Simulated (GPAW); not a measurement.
## Quasiparticle gap of WS2 (P6_3/mmc) in GPAW

Wanted: ground state, empty states, screening and self-energy for WS2 (P6_3/mmc).

Calculated with GPAW 26.7.0; LDA and many-body steps on it, plane waves.

**1. Starting point**

Symmetry: P6_3/mmc, No. 194, hexagonal system. The conventional cell has a = 3.153 Å, b = 3.153 Å, c = 12.323 Å, α = 90.00°, β = 90.00°, γ = 120.00°. W has 6 S at 2.40 Å nearest. Nearest to S lie 3 W at 2.40 Å. Farther neighbours and most contacts between anions are not listed.

The cell and positions come from the Crystallography Open Database and are kept as given unless a step says otherwise. Spin-orbit coupling is left out unless a step names it.

**2. Ground state**

This step: GPAW 26.7.0; DFT, LDA, plane waves, PAW.

The ground-state density comes first.

File run.py:

```python
import json
import numpy as np
from gpaw.mpi import world
from ase import Atoms
from gpaw import GPAW, PW, FermiDirac

atoms = Atoms(['W', 'W', 'S', 'S', 'S', 'S'],
    cell=[[3.1532000000, 0.0000000000, 0.0000000000],
      [-1.5766000000, 2.7307513032, 0.0000000000],
      [0.0000000000, 0.0000000000, 12.3230000000]],
    scaled_positions=[[0.3333333333, 0.6666666667, 0.2500000000],
      [0.6666666667, 0.3333333333, 0.7500000000],
      [0.3333333333, 0.6666666667, 0.6225000000],
      [0.6666666667, 0.3333333333, 0.1225000000],
      [0.3333333333, 0.6666666667, 0.8775000000],
      [0.6666666667, 0.3333333333, 0.3775000000]],
    pbc=(True, True, True))
calc = GPAW(mode=PW(450),
    xc='LDA',
    kpts={'size': (9, 9, 2), 'gamma': True},
    occupations=FermiDirac(0.001),
    nbands=-9,
    convergence={'density': 1e-6, 'bands': -3},
    maxiter=100,
    txt='gs.txt')
atoms.calc = calc
res = {'energy': atoms.get_potential_energy()}
kpts = calc.get_ibz_k_points()
res['kpts'] = kpts
res['eigenvalues'] = [calc.get_eigenvalues(kpt=k) for k in range(len(kpts))]
res['n_electrons'] = calc.get_number_of_electrons()
calc.write('gs.gpw')

if world.rank == 0:
    with open('result.json', 'w') as f:
        json.dump(res, f, default=lambda x: x.tolist())
```

Started as:

```sh
mpirun -n 8 gpaw python run.py
```

Numbers of over 12 decimals in the logs are rounded to 6 here.

What it wrote:

```text
__  _  _
 | _ |_)|_||  |
 |__||  | ||/\| - 26.7.0

Input parameters:
  mode=PW(ecut=450.000000),
  convergence={'density': 1e-06, 'bands': -3},
  kpts=MonkhorstPack(size=(9, 9, 2), gamma=True),
  maxiter=100,
  nbands=-9,
  occupations=Occupations(name='fermi-dirac', width=0.001, fixmagmom=False),
  xc=XC(name='LDA')
  [... matrices ...]
Diagonalizing LCAO Hamiltonian
Converting LCAO to pw mode

        S

           W
        S

           S
        W

           S

Atoms  # Å, Bohr magnetons
|   | symbol |         x |        y |         z |    initial magnetic moments |
| 0 |      W | -0.000000 | 1.820501 |  3.080750 | ( 0.0000,  0.0000,  0.0000) |
| 1 |      W |  1.576600 | 0.910250 |  9.242250 | ( 0.0000,  0.0000,  0.0000) |
| 2 |      S | -0.000000 | 1.820501 |  7.671068 | ( 0.0000,  0.0000,  0.0000) |
| 3 |      S |  1.576600 | 0.910250 |  1.509567 | ( 0.0000,  0.0000,  0.0000) |
| 4 |      S | -0.000000 | 1.820501 | 10.813432 | ( 0.0000,  0.0000,  0.0000) |
| 5 |      S |  1.576600 | 0.910250 |  4.651933 | ( 0.0000,  0.0000,  0.0000) |

Unit cell  # Å
| periodic |         x |        y |         z |   lengths |     angles |
|      yes |  3.153200 | 0.000000 |  0.000000 |  3.153200 |  90.000000 |
|      yes | -1.576600 | 2.730751 |  0.000000 |  3.153200 |  90.000000 |
|      yes |  0.000000 | 0.000000 | 12.323000 | 12.323000 | 120.000000 |

Number of symmetries: 12
Symmetry operations  # r_c * U_cc + t_c -> r_c
|    | kind |            matrix            |
|  0 |  σ   |  1, 1, 0,  0,-1, 0,  0, 0, 1 |
|  1 |  S6  |  1, 1, 0, -1, 0, 0,  0, 0,-1 |
|  2 |  E   |  1, 0, 0,  0, 1, 0,  0, 0, 1 |
|  3 |  C2  |  1, 0, 0, -1,-1, 0,  0, 0,-1 |
|  4 |  C2  |  0, 1, 0,  1, 0, 0,  0, 0,-1 |
|  5 |  C3  |  0, 1, 0, -1,-1, 0,  0, 0, 1 |
|  6 |  S6  |  0,-1, 0,  1, 1, 0,  0, 0,-1 |
|  7 |  σ   |  0,-1, 0, -1, 0, 0,  0, 0, 1 |
|  8 |  σ   | -1, 0, 0,  1, 1, 0,  0, 0, 1 |
|  9 |  i   | -1, 0, 0,  0,-1, 0,  0, 0,-1 |
| 10 |  C3  | -1,-1, 0,  1, 0, 0,  0, 0, 1 |
| 11 |  C2  | -1,-1, 0,  0, 1, 0,  0, 0,-1 |

BZ-sampling:
  Number of BZ points: 162
  Number of IBZ points: 24

  Monkhorst-Pack size: [9, 9, 2]
  Monkhorst-Pack shift: [0.0, 0.0, 0.25]

K-points  # in reciprocal-cell coordinates
|     |                                coordinates |     weight |
|   0 | (  0.00000000,   0.00000000,   0.00000000) | 0.00617284 |
|   1 | (  0.00000000,   0.00000000,   0.50000000) | 0.00617284 |
|   2 | (  0.11111111,   0.00000000,   0.00000000) | 0.03703704 |
|   3 | (  0.11111111,   0.00000000,   0.50000000) | 0.03703704 |
|   4 | (  0.22222222,  -0.11111111,   0.00000000) | 0.03703704 |
|   5 | (  0.22222222,  -0.11111111,   0.50000000) | 0.03703704 |
|   6 | (  0.22222222,   0.00000000,   0.00000000) | 0.03703704 |
|   7 | (  0.22222222,   0.00000000,   0.50000000) | 0.03703704 |
|   8 | (  0.33333333,  -0.11111111,   0.00000000) | 0.07407407 |
|   9 | (  0.33333333,  -0.11111111,   0.50000000) | 0.07407407 |
| ... |                                            |            |
|  23 | (  0.44444444,   0.44444444,   0.50000000) | 0.03703704 |

Plane wave coefficients: 2347
Cutoff: 450.000000 eV

Spin-components: 1 (collinear spins)
Bands:           35
Projectors:      32
Spin-degeneracy: 2
Datatype:        complex128

  Storage: CPU
  Wave functions: 31_543_680 bytes (3_942_960 per core)
  Projectors: 23_432_448 bytes (2_929_056 per core)
  [... matrices ...]
Parallelization:
  kpt:    8
  domain: 1
  band:   1

Density:
  Valence electrons: 52.0
  Components: 1
  Grid points: [16 16 63]
  Charge: 0.0  # |e|

Potential:
  Grid points: [16 16 63]

species:
  W:
    name:    Tungsten
    Z:       74.0
    valence: 14
    core:    60
    charge:  0.0  # [|e|]
    compensation charges:
      type: gauss
      rc: 0.40  # [Å]
      lmax: 2
    cutoffs:
      filter: 2.36  # [Å]
      core: 3.02  # [Å]
    projectors
    | kind |    occ | energy [eV] | rcut [Å] |
    |   5s |  2.000 |     -79.053 |    1.344 |
    |   6s |  2.000 |      -5.886 |    1.344 |
    |   5p |  6.000 |     -43.417 |    1.355 |
    |   6p |  0.000 |      -1.469 |    1.355 |
    |   5d |  4.000 |      -4.693 |    1.228 |
    |    d |        |      22.518 |    1.228 |

    Using partial waves for W as LCAO basis

  S:
    name:    Sulfur
    Z:       16.0
    valence: 6
    core:    10
    charge:  0.0  # [|e|]
    compensation charges:
      type: gauss
      rc: 0.24  # [Å]
      lmax: 2
    cutoffs:
      filter: 1.77  # [Å]
      core: 1.66  # [Å]
    projectors
    | kind |    occ | energy [eV] | rcut [Å] |
    |   3s |  2.000 |     -17.278 |    0.974 |
    |   3p |  4.000 |      -7.106 |    0.979 |
    |    s |        |       9.933 |    0.974 |
    |    p |        |      20.105 |    0.979 |
    |    d |        |       0.000 |    0.900 |

    Using partial waves for S as LCAO basis

Reference energy: -920330.548201  # eV

eigensolver:
  PPCG
  Converge bands: -3
  niter=2

density mixing:
  MSR1-Mixer
  Pratt-step length: 0.05
  Maximum mixing coefficient: 0.75
  Old densities: 10
  SVD Regularization: 0.005
  Good broyden scale: 1.0
  Trust region scale: 1.0
  Backstep threshold: 4.0
  History deletion threshold: 6.0
  Fourier metric: weight=20.0, sigma=0.015

occupation numbers:
  Fermi-Dirac:
    width: 0.0010  # eV

poisson solver:
  ecut: 3600.000000  # eV

xc functional:
  name: None

Initialization done in: 1.234 s

convergence criteria:
- Maximum integral of absolute [dens]ity change: 1e-06 electrons / valence electron
- Maximum [total energy] change in last 3 cyles: 0.0005 eV / valence electron
- Maximum integral of absolute [eigenst]ate change: 4e-08 eV^2 / valence electron
maximum number of iterations: 100

SCF iterations
|iter     |     time |      energy | eigst |  dens |
|iter:   1|  |  -50.534076 | +0.60 |       |
|iter:   2|  |  -50.514414 | -0.95 | -1.19 |
|iter:   3|  |  -50.418812 | -0.87 | -1.23 |
|iter:   4|  |  -49.878042 | -0.97 | -1.37 |
|iter:   5|  |  -49.868066 | -2.35 | -1.80 |
|iter:   6|  |  -49.947424 | -1.61 | -2.08 |
|iter:   7|  |  -49.866095 | -1.92 | -1.96 |
|iter:   8|  |  -49.866318 | -3.15 | -2.92 |
|iter:   9|  |  -49.866307c| -4.71 | -3.50 |
|iter:  10|  |  -49.866307c| -5.83 | -4.12 |
|iter:  11|  |  -49.866307c| -7.04 | -4.63 |
|iter:  12|  |  -49.866307c| -7.53c| -5.33 |
|iter:  13|  |  -49.866307c| -8.19c| -5.97 |
|iter:  14|  |  -49.866307c| -8.45c| -6.64c|

Converged in 14 steps
SCF loop duration: 6.110 s (0.436 s/step)
Energy contributions relative to reference atoms: (reference = -920330.548201)
  [... matrices ...]
Energy contributions:
  Kinetic:          29.568178
  Coulomb:         -33.005460
  Zero:              0.001116
  External:          0.000000
  Xc:              -46.430141
  Entropy:          -0.000000
  Spinorbit:         0.000000
  ----------------------------
  Free energy:     -49.866307
  Extrapolated:    -49.866307

dipole moment: (0.000004, 0.000006, 0.000029)  # |e|*Ang

Fermi level: 9.525
Eigenvalues  # (at kpt = [0.000, 0.000, 0.000])
| band index |      eig [eV] | occ [0-2] |
|          0 |       -65.778 |     2.000 |
|        ... |               |           |
|         18 |         5.128 |     2.000 |
|         19 |         6.357 |     2.000 |
|         20 |         6.357 |     2.000 |
|         21 |         6.410 |     2.000 |
|         22 |         6.410 |     2.000 |
|         23 |         7.130 |     2.000 |
|         24 |         7.316 |     2.000 |
|         25 |         8.596 |     2.000 |
|         26 |        10.884 |     0.000 |
[...]
|         30 |        10.957 |     0.000 |
|         31 |        10.957 |     0.000 |
|         32 |        11.148 |     0.000 |
|         33 |        11.148 |     0.000 |
|         34 |        13.279 |     0.000 |

Gap: 1.008 eV
Transition (v -> c):
  (s=0, k=0, n=25, [0.00, 0.00, 0.00]) -> (s=0, k=8, n=26, [0.33, -0.11, 0.00])
Direct/indirect transitions are different
Direct gap: 1.817 eV
Transition at: (s=0, k=12, n=25, [0.33, 0.33, 0.00])
# Writing to gs.gpw (mode='')
  [... matrices ...]
```

It took 9 s on 8 MPI ranks of Arm Neoverse V2, shared host; peak memory 1.4 GiB; 64 s of CPU time.

Numbers from this step:

```
total energy               : -49.87 eV
gap                        : 1.008 eV
k of the valence top       : 0, 0, 0
k of the conduction bottom : 0.3333, -0.1111, 0
least direct gap           : 1.817 eV
```

The gap is indirect, with the least direct gap 0.81 eV higher.

**3. Bands along the symmetry lines**

The cheap functional maps the bands first; the places of the edges decide which points the dearer methods must see.

File run.py:

```python
import json
import numpy as np
from gpaw.mpi import world
from gpaw import GPAW

path = [[0.000000, 0.000000, 0.000000],
    [0.062500, 0.000000, 0.000000],
    [0.125000, 0.000000, 0.000000],
    [0.187500, 0.000000, 0.000000],
    [0.250000, 0.000000, 0.000000],
    [0.312500, 0.000000, 0.000000],
    [0.375000, 0.000000, 0.000000],
    [0.437500, 0.000000, 0.000000],
    [0.500000, 0.000000, 0.000000],
    [0.479167, 0.041667, 0.000000],
    [0.458333, 0.083333, 0.000000],
    [0.437500, 0.125000, 0.000000],
    [0.416667, 0.166667, 0.000000],
    [0.395833, 0.208333, 0.000000],
    [0.375000, 0.250000, 0.000000],
    [0.354167, 0.291667, 0.000000],
    [0.333333, 0.333333, 0.000000],
    [0.291667, 0.291667, 0.000000],
    [0.250000, 0.250000, 0.000000],
    [0.208333, 0.208333, 0.000000],
    [0.166667, 0.166667, 0.000000],
    [0.125000, 0.125000, 0.000000],
    [0.083333, 0.083333, 0.000000],
    [0.041667, 0.041667, 0.000000],
    [0.000000, 0.000000, 0.000000],
    [0.000000, 0.000000, 0.062500],
    [0.000000, 0.000000, 0.125000],
    [0.000000, 0.000000, 0.187500],
    [0.000000, 0.000000, 0.250000],
    [0.000000, 0.000000, 0.312500],
    [0.000000, 0.000000, 0.375000],
    [0.000000, 0.000000, 0.437500],
    [0.000000, 0.000000, 0.500000],
    [0.062500, 0.000000, 0.500000],
    [0.125000, 0.000000, 0.500000],
    [0.187500, 0.000000, 0.500000],
    [0.250000, 0.000000, 0.500000],
    [0.312500, 0.000000, 0.500000],
    [0.375000, 0.000000, 0.500000],
    [0.437500, 0.000000, 0.500000],
    [0.500000, 0.000000, 0.500000],
    [0.479167, 0.041667, 0.500000],
    [0.458333, 0.083333, 0.500000],
    [0.437500, 0.125000, 0.500000],
    [0.416667, 0.166667, 0.500000],
    [0.395833, 0.208333, 0.500000],
    [0.375000, 0.250000, 0.500000],
    [0.354167, 0.291667, 0.500000],
    [0.333333, 0.333333, 0.500000],
    [0.291667, 0.291667, 0.500000],
    [0.250000, 0.250000, 0.500000],
    [0.208333, 0.208333, 0.500000],
    [0.166667, 0.166667, 0.500000],
    [0.125000, 0.125000, 0.500000],
    [0.083333, 0.083333, 0.500000],
    [0.041667, 0.041667, 0.500000],
    [0.000000, 0.000000, 0.500000],
    [0.500000, 0.000000, 0.500000],
    [0.500000, 0.000000, 0.437500],
    [0.500000, 0.000000, 0.375000],
    [0.500000, 0.000000, 0.312500],
    [0.500000, 0.000000, 0.250000],
    [0.500000, 0.000000, 0.187500],
    [0.500000, 0.000000, 0.125000],
    [0.500000, 0.000000, 0.062500],
    [0.500000, -0.000000, 0.000000],
    [0.333333, 0.333333, 0.500000],
    [0.333333, 0.333333, 0.437500],
    [0.333333, 0.333333, 0.375000],
    [0.333333, 0.333333, 0.312500],
    [0.333333, 0.333333, 0.250000],
    [0.333333, 0.333333, 0.187500],
    [0.333333, 0.333333, 0.125000],
    [0.333333, 0.333333, 0.062500],
    [0.333333, 0.333333, 0.000000]]
calc = GPAW('gs.gpw').fixed_density(kpts=path,
    symmetry='off',
    nbands=36,
    convergence={'bands': 32},
    txt='bands.txt')
res = {}
kpts = calc.get_ibz_k_points()
res['kpts'] = kpts
res['eigenvalues'] = [calc.get_eigenvalues(kpt=k) for k in range(len(kpts))]
res['n_electrons'] = calc.get_number_of_electrons()

if world.rank == 0:
    with open('result.json', 'w') as f:
        json.dump(res, f, default=lambda x: x.tolist())
```

Started as:

```sh
mpirun -n 8 gpaw python run.py
```

What it wrote:

```text
Diagonalizing LCAO Hamiltonian
Converting LCAO to pw mode
convergence criteria:
- Maximum integral of absolute [eigenst]ate change: 4e-08 eV^2 / valence electron
maximum number of iterations: 100

SCF iterations
|iter     |     time |      energy | eigst |  dens |
|iter:   1|  |             | +0.41 |       |
|iter:   2|  |             | -1.06 |       |
|iter:   3|  |             | -2.16 |       |
[...]
|iter:   8|  |             | -6.26 |       |
|iter:   9|  |             | -7.00 |       |
|iter:  10|  |             | -7.64c|       |
SCF steps: 10
  __  _  _
 | _ |_)|_||  |
 |__||  | ||/\| - 26.7.0

Input parameters:
  mode=PW(ecut=450.000000),
  convergence={'bands': 32},
  gpts=array([16, 16, 63]),
  kpts=KPoints(kpts=array([[ 0.      ,  0.      ,  0.      ],
         [ 0.0625  ,  0.      ,  0.      ],
         [ 0.125   ,  0.      ,  0.      ],
         [ 0.1875  ,  0.      ,  0.      ],
[...]
[ 0.479167,  0.041667,  0.      ],
         [ 0.458333,  0.083333,  0.      ],
[...]
[ 0.416667,  0.166667,  0.      ],
[...]
[ 0.5     ,  0.      ,  0.0625  ],
         [ 0.5     , -0.      ,  0.      ],
[...]
[ 0.333333,  0.333333,  0.125   ],
         [ 0.333333,  0.333333,  0.0625  ],
         [ 0.333333,  0.333333,  0.      ]])),
  maxiter=100,
  nbands=36,
  occupations=Occupations(name='fermi-dirac', width=0.001, fixmagmom=False),
  parallel={},
  symmetry=Symmetry(point_group=False, time_reversal=False),
  xc=XC(name='LDA')
  [... matrices ...]
timing:  # [seconds]
  Total: 0.044  # ━━━━━━━━━━━━━━━━━━━━━━━━━━━━━━━━━━━━━━━━━━━━━━━━━━━━━━━━━━━
```

It took 16 s on 8 MPI ranks; peak memory 1.6 GiB.

This step gave:

- gap: 0.9008 eV
- k of the valence top: 0, 0, 0
- k of the conduction bottom: 0.1667, 0.1667, 0
- least direct gap: 1.817 eV

The gap is 0.901 eV, −0.107 eV from the run before at this level.

The electronic bands at the labelled points (eV, zero at the top of the highest filled band):

```csv
point,band 23,band 24,band 25,band 26,band 27,band 28,band 29,band 30
Γ,-2.19,-1.47,-1.28,0.00,2.29,2.29,2.30,2.30
halfway,-2.56,-1.83,-1.65,-1.50,1.28,1.82,2.05,2.27
M,-1.94,-1.73,-1.70,-1.52,2.26,2.31,2.52,2.85
halfway,-2.98,-2.57,-1.24,-0.97,1.90,2.01,2.59,2.83
K,-2.89,-2.89,-0.78,-0.56,1.25,1.25,1.93,3.23
halfway,-2.07,-1.80,-1.55,-1.53,0.90,1.80,2.02,2.10
Γ,-2.19,-1.47,-1.28,0.00,2.29,2.29,2.30,2.30
halfway,-2.19,-2.13,-0.75,-0.08,2.29,2.29,2.29,2.29
A,-2.21,-2.21,-0.32,-0.32,2.28,2.28,2.28,2.28
halfway,-2.33,-2.33,-1.52,-1.52,1.71,1.71,1.93,1.93
L,-1.83,-1.83,-1.60,-1.60,2.28,2.28,2.72,2.72
halfway,-2.85,-2.85,-1.09,-1.09,1.96,1.96,2.78,2.78
H,-3.07,-3.07,-0.68,-0.68,1.25,1.25,2.49,2.49
halfway,-2.00,-2.00,-1.53,-1.53,1.32,1.32,2.16,2.16
A,-2.21,-2.21,-0.32,-0.32,2.28,2.28,2.28,2.28
jump to L,-1.83,-1.83,-1.60,-1.60,2.28,2.28,2.72,2.72
halfway,-1.91,-1.76,-1.66,-1.54,2.27,2.30,2.59,2.82
M,-1.94,-1.73,-1.70,-1.52,2.26,2.31,2.52,2.85
jump to H,-3.07,-3.07,-0.68,-0.68,1.25,1.25,2.49,2.49
halfway,-2.97,-2.97,-0.75,-0.60,1.25,1.25,2.09,2.97
K,-2.89,-2.89,-0.78,-0.56,1.25,1.25,1.93,3.23
```

**4. Empty states on the mesh, 6×6×2 mesh, 151 bands**

The sums over transitions need many empty states on a uniform mesh; this step solves for them.

File run.py:

```python
import json
import numpy as np
from gpaw.mpi import world
from gpaw import GPAW

calc = GPAW('gs.gpw').fixed_density(kpts={'size': (6, 6, 2), 'gamma': True},
    nbands=176,
    convergence={'bands': 151},
    update_fermi_level=True,
    txt='nscf.txt')
calc.write('full.gpw', mode='all')
res = {}
kpts = calc.get_ibz_k_points()
res['kpts'] = kpts
res['eigenvalues'] = [calc.get_eigenvalues(kpt=k) for k in range(len(kpts))]
res['n_electrons'] = calc.get_number_of_electrons()

if world.rank == 0:
    with open('result.json', 'w') as f:
        json.dump(res, f, default=lambda x: x.tolist())
```

Started as:

```sh
mpirun -n 8 gpaw python run.py
```

What it wrote:

```text
Diagonalizing LCAO Hamiltonian
Converting LCAO to pw mode
convergence criteria:
- Maximum integral of absolute [eigenst]ate change: 4e-08 eV^2 / valence electron
maximum number of iterations: 100

SCF iterations
|iter     |     time |      energy | eigst |  dens |
|iter:   1|  |             | +3.83 |       |
|iter:   2|  |             | +2.64 |       |
|iter:   3|  |             | +1.46 |       |
[...]
|iter:  12|  |             | -6.54 |       |
|iter:  13|  |             | -6.96 |       |
|iter:  14|  |             | -7.58c|       |
SCF steps: 14
  __  _  _
 | _ |_)|_||  |
 |__||  | ||/\| - 26.7.0

Input parameters:
  mode=PW(ecut=450.000000),
  convergence={'bands': 151},
  gpts=array([16, 16, 63]),
  kpts=MonkhorstPack(size=(6, 6, 2), gamma=True),
  maxiter=100,
  nbands=176,
  occupations=Occupations(name='fermi-dirac', width=0.001, fixmagmom=False),
  parallel={},
  xc=XC(name='LDA')
# Writing to full.gpw (mode='all')
  [... matrices ...]

timing:  # [seconds]
  Total: 0.092  # ━━━━━━━━━━━━━━━━━━━━━━━━━━━━━━━━━━━━━━━━━━━━━━━━━━━━━━━━━━━
```

It took 27 s on 8 MPI ranks; peak memory 1.7 GiB; 3.4 min of CPU time.

Numbers from this step:

```
gap                                                           : 0.9008 eV
k of the valence top                                          : 0, 0, 0
k of the conduction bottom                                    : 0.3333, -0.1667, 0
least direct gap                                              : 1.817 eV
k points computed                                             : 14
lowest point of the top converged band, above the valence top : 53.1014 eV
```

On this mesh the gap is 0.901 eV.

(Continued in part 2 of 2.)

[Paths, hosts, dates, memory and timing lines, banners, echoed tables and standing remarks are left out of the program output.]

[Logs are printed without paths, hosts, clocks, repeated set-up lines and the standing remarks that a program may print on its own settings, such as how far it seeks lower states.]

[Runs of the session that timed out or met a known fault of the program may be left out.]

[Hosts, paths, dates, database ids (printed as entryN), source tags and the programs' standing remarks are cut or masked in the printed files.]
